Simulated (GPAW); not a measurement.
# Quasiparticle gap of Al2O3 (Corundum) in GPAW

How does a plane-wave GW calculation on Al2O3 (Corundum) run from the first input to the gap?

Program: GPAW 26.7.0. Level of theory: PBE and many-body steps on it, plane waves. Results are calculated unless marked as measured.

**Experimental background.**

- Gap 8.7 eV: optical band gap of host from absorption; optical absorption, quoted from earlier work; bulk crystal (high-purity reference sample) (quoted in “Multi-petahertz electron interference in Cr:Al2O3 solid-state material”, 2018, pmc:5906618).

This is a report of a sequence of runs, with most program output left out.

### Step 1. Set-up

It takes space group R-3c (No. 167, trigonal). The conventional cell has a = 4.760 Å, b = 4.760 Å, c = 12.996 Å, α = 90.00°, β = 90.00°, γ = 120.00°. Al has 6 O at 1.85 to 1.97 Å nearest. O has 4 Al at 1.85 to 1.97 Å nearest. Farther neighbours and most contacts between anions are not listed.

The cell and positions come from the Crystallography Open Database and are kept as given unless a step says otherwise.

### Step 2. Ground state

This step: GPAW 26.7.0; DFT, PBE, plane waves, PAW.

The ground-state density comes first.

The input, run.py:

```python
import json
import numpy as np
from gpaw.mpi import world
from ase import Atoms
from gpaw import GPAW, PW, FermiDirac

atoms = Atoms(['Al', 'Al', 'Al', 'Al', 'O', 'O', 'O', 'O', 'O', 'O'],
    cell=[[2.3802500000, 1.3742379782, 4.3318666667],
      [-2.3802500000, 1.3742379782, 4.3318666667],
      [0.0000000000, -2.7484759565, 4.3318666667]],
    scaled_positions=[[0.3521600000, 0.3521600000, 0.3521600000],
      [0.1478400000, 0.1478400000, 0.1478400000],
      [0.6478400000, 0.6478400000, 0.6478400000],
      [0.8521600000, 0.8521600000, 0.8521600000],
      [0.5566800000, 0.9433200000, 0.2500000000],
      [0.2500000000, 0.5566800000, 0.9433200000],
      [0.9433200000, 0.2500000000, 0.5566800000],
      [0.4433200000, 0.0566800000, 0.7500000000],
      [0.7500000000, 0.4433200000, 0.0566800000],
      [0.0566800000, 0.7500000000, 0.4433200000]],
    pbc=(True, True, True))
calc = GPAW(mode=PW(600),
    xc='PBE',
    kpts={'size': (6, 6, 6), 'gamma': True},
    occupations=FermiDirac(0.001),
    nbands=-11,
    convergence={'density': 1e-6, 'bands': -3},
    maxiter=100,
    txt='gs.txt')
atoms.calc = calc
res = {'energy': atoms.get_potential_energy()}
kpts = calc.get_ibz_k_points()
res['kpts'] = kpts
res['eigenvalues'] = [calc.get_eigenvalues(kpt=k) for k in range(len(kpts))]
res['n_electrons'] = calc.get_number_of_electrons()
calc.write('gs.gpw')

if world.rank == 0:
    with open('result.json', 'w') as f:
        json.dump(res, f, default=lambda x: x.tolist())
```

The run is started by

```sh
mpirun -n 8 gpaw python run.py
```

Run time: 26 s. Hardware: 8 MPI ranks of Arm Neoverse V2, shared host; peak memory 1.7 GiB.

This step gave:

```
total energy               : -75.1515 eV
gap                        : 6.226 eV
k of the valence top       : 0, 0, 0
k of the conduction bottom : 0, 0, 0
least direct gap           : 6.226 eV
```

The gap is direct, at Γ.

### Step 3. Bands along the symmetry lines

Levels along a band path, at the cheap level, show where the edges lie and whether the meshes to come will hold them.

The input, run.py:

```python
import json
import numpy as np
from gpaw.mpi import world
from gpaw import GPAW

path = [[0.000000, 0.000000, 0.000000],
    [0.062500, 0.062500, 0.062500],
    [0.125000, 0.125000, 0.125000],
    [0.187500, 0.187500, 0.187500],
    [0.250000, 0.250000, 0.250000],
    [0.312500, 0.312500, 0.312500],
    [0.375000, 0.375000, 0.375000],
    [0.437500, 0.437500, 0.437500],
    [0.500000, 0.500000, 0.500000],
    [0.533280, 0.466720, 0.500000],
    [0.566560, 0.433440, 0.500000],
    [0.599840, 0.400160, 0.500000],
    [0.633120, 0.366880, 0.500000],
    [0.666400, 0.333600, 0.500000],
    [0.699680, 0.300320, 0.500000],
    [0.732960, 0.267040, 0.500000],
    [0.766240, 0.233760, 0.500000],
    [0.500000, -0.233760, 0.233760],
    [0.500000, -0.204540, 0.204540],
    [0.500000, -0.175320, 0.175320],
    [0.500000, -0.146100, 0.146100],
    [0.500000, -0.116880, 0.116880],
    [0.500000, -0.087660, 0.087660],
    [0.500000, -0.058440, 0.058440],
    [0.500000, -0.029220, 0.029220],
    [0.500000, 0.000000, 0.000000],
    [0.437500, 0.000000, 0.000000],
    [0.375000, 0.000000, 0.000000],
    [0.312500, 0.000000, 0.000000],
    [0.250000, 0.000000, 0.000000],
    [0.187500, 0.000000, 0.000000],
    [0.125000, 0.000000, 0.000000],
    [0.062500, 0.000000, 0.000000],
    [0.000000, 0.000000, 0.000000],
    [0.045860, -0.045860, 0.000000],
    [0.091720, -0.091720, 0.000000],
    [0.137580, -0.137580, 0.000000],
    [0.183440, -0.183440, 0.000000],
    [0.229300, -0.229300, 0.000000],
    [0.275160, -0.275160, 0.000000],
    [0.321020, -0.321020, 0.000000],
    [0.366880, -0.366880, -0.000000],
    [0.633120, 0.000000, 0.366880],
    [0.616480, 0.000000, 0.383520],
    [0.599840, 0.000000, 0.400160],
    [0.583200, 0.000000, 0.416800],
    [0.566560, 0.000000, 0.433440],
    [0.549920, 0.000000, 0.450080],
    [0.533280, 0.000000, 0.466720],
    [0.516640, 0.000000, 0.483360],
    [0.500000, 0.000000, 0.500000],
    [0.437500, 0.000000, 0.437500],
    [0.375000, 0.000000, 0.375000],
    [0.312500, 0.000000, 0.312500],
    [0.250000, 0.000000, 0.250000],
    [0.187500, 0.000000, 0.187500],
    [0.125000, 0.000000, 0.125000],
    [0.062500, 0.000000, 0.062500],
    [0.000000, 0.000000, 0.000000]]
calc = GPAW('gs.gpw').fixed_density(kpts=path,
    symmetry='off',
    nbands=34,
    convergence={'bands': 30},
    txt='bands.txt')
res = {}
kpts = calc.get_ibz_k_points()
res['kpts'] = kpts
res['eigenvalues'] = [calc.get_eigenvalues(kpt=k) for k in range(len(kpts))]
res['n_electrons'] = calc.get_number_of_electrons()

if world.rank == 0:
    with open('result.json', 'w') as f:
        json.dump(res, f, default=lambda x: x.tolist())
```

The run is started by

```sh
mpirun -n 8 gpaw python run.py
```

Wall time 27 s (8 MPI ranks); peak memory 1.8 GiB; 3.6 min of CPU time.

This step gave:

| Quantity | Value |
| --- | --- |
| gap | 6.226 eV |
| k of the valence top | 0, 0, 0 |
| k of the conduction bottom | 0, 0, 0 |
| least direct gap | 6.226 eV |

The gap is 6.226 eV, as in the run before at this level.

Electronic bands along the path, in eV, zero at the top of the highest filled band:

```tsv
point	band 21	band 22	band 23	band 24	band 25	band 26	band 27	band 28
Γ	-0.51	-0.04	-0.04	0.00	6.23	9.15	10.76	11.53
halfway	-0.52	-0.52	-0.12	-0.12	7.21	9.20	10.60	11.67
T	-0.39	-0.39	-0.39	-0.39	8.68	8.68	11.10	11.10
halfway	-0.86	-0.86	-0.54	-0.54	9.38	9.38	10.81	10.81
H2	-0.85	-0.85	-0.51	-0.51	9.71	9.71	10.13	10.13
jump to H0	-0.85	-0.85	-0.51	-0.51	9.71	9.71	10.13	10.13
halfway	-0.85	-0.85	-0.32	-0.32	9.38	9.38	9.86	9.86
L	-0.92	-0.92	-0.28	-0.28	9.48	9.48	9.65	9.65
halfway	-0.77	-0.46	-0.16	-0.12	7.48	10.06	10.15	10.80
Γ	-0.51	-0.04	-0.04	0.00	6.23	9.15	10.76	11.53
halfway	-0.85	-0.54	-0.17	-0.09	7.90	9.78	10.33	10.48
S0	-0.89	-0.85	-0.57	-0.29	9.51	9.55	9.76	10.21
jump to S2	-0.89	-0.85	-0.57	-0.29	9.51	9.55	9.76	10.21
halfway	-0.96	-0.85	-0.74	-0.27	9.61	9.80	9.80	10.24
F	-1.03	-0.92	-0.74	-0.26	9.63	9.74	9.94	10.41
halfway	-0.97	-0.60	-0.26	-0.17	7.74	10.13	10.17	10.76
Γ	-0.51	-0.04	-0.04	0.00	6.23	9.15	10.76	11.53
```

### Step 4. Empty states on the mesh, 4×4×4 mesh, 556 bands

The sums over transitions need many empty states on a uniform mesh; this step solves for them.

The input, run.py:

```python
import json
import numpy as np
from gpaw.mpi import world
from gpaw import GPAW

calc = GPAW('gs.gpw').fixed_density(kpts={'size': (4, 4, 4), 'gamma': True},
    parallel={'domain': 1, 'band': 1},
    txt='nscf.txt')
calc.diagonalize_full_hamiltonian(nbands=556)
calc.write('full.gpw', mode='all')
res = {}
kpts = calc.get_ibz_k_points()
res['kpts'] = kpts
res['eigenvalues'] = [calc.get_eigenvalues(kpt=k) for k in range(len(kpts))]
res['n_electrons'] = calc.get_number_of_electrons()

if world.rank == 0:
    with open('result.json', 'w') as f:
        json.dump(res, f, default=lambda x: x.tolist())
```

The run is started by

```sh
mpirun -n 8 gpaw python run.py
```

It took 54 s on 8 MPI ranks; peak memory 6.4 GiB.

This step gave:

- gap: 6.226 eV
- k of the valence top: 0, 0, 0
- k of the conduction bottom: 0, 0, 0
- least direct gap: 6.226 eV
- k points computed: 14
- lowest point of the top converged band, above the valence top: 183.2403 eV

On this mesh the gap is 6.226 eV.

### Step 5. Screening and self-energy, 4×4×4 mesh, 253 bands, screening to 120 eV

Now the one-shot GW correction: screening in the RPA, then the self-energy of the levels asked for.

This step: G0W0 on PBE, plane waves, PAW.

The input, run.py:

```python
import json
import numpy as np
from gpaw.mpi import world
from gpaw.response.g0w0 import G0W0

gw = G0W0('full.gpw',
    filename='gw',
    kpts=[0],
    bands=(22, 26),
    ecut=120,
    nbands=253,
    integrate_gamma='WS',
    ppa=True)
gw.calculate()
res = {mode: {k: v for k, v in r.items() if k != 'sigma_eskwn'}
       for mode, r in gw.all_results.items()}

if world.rank == 0:
    with open('result.json', 'w') as f:
        json.dump(res, f, default=lambda x: x.tolist())
```

The run is started by

```sh
mpirun -n 8 gpaw python run.py
```

Run time: 4 min. Hardware: 8 MPI ranks; peak memory 3.6 GiB.

This step gave:

| Quantity | Value |
| --- | --- |
| G0W0 gap on the points computed | 8.777 eV |
| least direct G0W0 gap on the computed points | 8.777 eV |
| Z at the valence top | 0.8157 |
| Z at the conduction bottom | 0.8552 |
| starting gap on the mesh | 6.226 eV |
| k of the valence top | 0, 0, 0 |
| k of the conduction bottom | 0, 0, 0 |

The gap on the mesh goes from 6.23 eV to 8.78 eV, a correction of +2.55 eV.

Limits: finite bands, cutoff and mesh. v1 is the top filled band, c1 the lowest empty one. Levels before and after the correction, in eV, zero at the valence-band top of each column:

```tsv
	conduction bottom	valence top
Kohn-Sham	6.23	0.00
G0W0	8.78	0.00
```

```tsv
	level	energy (eV)
Kohn-Sham	Γ v2	-0.042
Kohn-Sham	Γ v1	0.000
Kohn-Sham	Γ c1	6.226
Kohn-Sham	Γ c2	9.151
G0W0	Γ v2	-0.056
G0W0	Γ v1	0.000
G0W0	Γ c1	8.777
G0W0	Γ c2	11.658
```

### Step 6. Where the time went

Times are wall times on 8 MPI ranks of Arm Neoverse V2, shared host, good to a factor of about two.

```tsv
step	time	share	memory (GiB)
ground state	26 s	7 %	1.7
bands along the symmetry lines	27 s	8 %	1.8
empty states on the mesh	54 s	16 %	6.4
screening and self-energy	4 min	69 %	3.6
```

### Step 7. Results

| Item | Value |
| --- | --- |
| PBE gap | 6.23 eV, direct |
| G0W0 gap on the mesh | 8.78 eV |
| GW settings | 4×4×4 mesh, 253 bands, screening to 120 eV, Godby-Needs plasmon pole |
| known limits | not at the basis limit |

In words: G0W0 moves the gap on the mesh from 6.23 eV to 8.78 eV (+2.55 eV), with Z of 0.82 and 0.86 at the edges. Only 1 of the mesh's irreducible points was corrected, so a valley elsewhere could overtake. The dearest step here is «screening and self-energy». Against experiment, by G0W0@PBE: the gap of 8.78 eV lies +0.08 eV from the measured 8.7 eV (optical, quoted 2018). An exciton line or allowed optical edge lies below the quasiparticle gap by the binding energy; a forbidden edge can push the onset above it. The calculation has static nuclei and no excitons; a measured gap holds zero-point and thermal motion, which mostly lowers it. Bands and cutoff are finite, so the gap is not at the basis limit. The miss can reach some tenths of an eV and take either sign; the mesh is an error of its own. These stock PAW sets were not made for GW. In the G0W0 run levels were corrected at 1 k point alone, so a gap called «on the mesh» is the least over those, and an edge elsewhere would be missed.

[Paths, hosts, dates, memory and timing lines, banners, echoed tables and standing remarks are left out of the program output.]

[Logs are printed without paths, hosts, clocks, repeated set-up lines and the standing remarks that a program may print on its own settings, such as how far it seeks lower states.]

[Runs of the session that timed out or met a known fault of the program may be left out.]

[Hosts, paths, dates, database ids (printed as entryN), source tags and the programs' standing remarks are cut or masked in the printed files.]
